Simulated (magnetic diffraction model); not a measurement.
# Which magnetic order? Cs₂FeCu₂

Space group R-3m (no. 166), a = 3.9230 Å, c = 47.3420 Å.

```csv
site,atom,x,y,z
6c,Cs,0,0,0.2005
6c,Cu,1/3,2/3,0.2673
3a,Fe,0,0,0
```

This is a made-up structure (elements placed in a structure type, unrelaxed), so the numbers test the method and describe no known phase.

Only Fe is taken to order (form factors of Fe2+); orders and moment sizes are assumed, and not adapted to the symmetry. Radiation: neutrons of λ = 4.2 Å, 8° to 90°; isotropic B of 0.66 Å² (Cs), 0.69 Å² (Cu) and 0.82 Å² (Fe). Simulated constant-wavelength pattern: nuclear and magnetic terms add, the magnetic one as |2.695 fm × Σ f S⊥ exp(2πi Q·r) exp(−B s²)|², summed over all Q at one angle with the factor 1/(sin²θ cos θ). For collinear order S is the moment m, which repeats by lattice and centring translations R with the sign exp(−2πi k·R). Free-ion form factors, Sears's scattering lengths of 1992, no absorption; a label names one of the reflections at its angle. The strongest nuclear line in the range is 100, and lines under 0.2 are left out.

Above the ordering temperature:

```
2θ (°)     index      I
 15.29   (0 0 3)   16.2
 64.32  (0 0 12)    0.7
 77.28   (0 1 2)    2.3
 82.10   (0 1 5)  100.0
 83.42  (0 0 15)   32.7
 87.53   (1 0 7)    1.7
```

Below it (cell unchanged):

```csv
2θ (°),I
15.29,24.7
30.87,2.1
47.06,0.9
64.32,1.2
76.59,0.5
77.28,2.8
80.04,0.5
82.10,100.5
83.42,33.0
87.53,2.2
```

**Question.** Find the propagation vector, then choose among these models:
A. collinear moments along [100], 1.55 μB on Fe
B. collinear moments along [120], 1.55 μB on Fe
C. collinear moments along [101], 1.55 μB on Fe

No line moves, and magnetic intensity falls on nuclear lines such as the one at 15.29°; new lines at (0 0 6), (0 0 9) and (1 0 1) have whole indices that obey the lattice centring, at places with no nuclear intensity to speak of, so the magnetic cell equals the chemical primitive cell: k = 0.

Magnetic intensity, observed (below minus above) and for each model:

| 2θ (°) | index | observed | A | B | C |
| --- | --- | --- | --- | --- | --- |
| 15.29 | (0 0 3) | 8.6 | 8.6 | 8.6 | 0.1 |
| 30.87 | (0 0 6) | 2.1 | 2.1 | 2.1 | <0.2 |
| 47.06 | (0 0 9) | 0.9 | 0.9 | 0.9 | <0.2 |
| 76.59 | (1 0 1) | 0.5 | 0.5 | 0.5 | 0.9 |
| 77.28 | (0 1 2) | 0.5 | 0.5 | 0.5 | 0.9 |
| 80.04 | (1 0 4) | 0.5 | 0.5 | 0.5 | 0.8 |
| 82.10 | (0 1 5) | 0.5 | 0.5 | 0.5 | 0.8 |
| 87.53 | (1 0 7) | 0.5 | 0.5 | 0.5 | 0.6 |

Models A and B match alike on every line, so these data can't choose among them (such ties are often domains of one structure): a powder sees only the angle between collinear moments and the unique axis of a uniaxial spin configuration, and no direction at all where the configuration is cubic.

The structure used: k = (0 0 0), collinear moments along [120], 1.55 μB on Fe.

[Logs are printed without paths, hosts, clocks, repeated set-up lines and the standing remarks that a program may print on its own settings, such as how far it seeks lower states.]
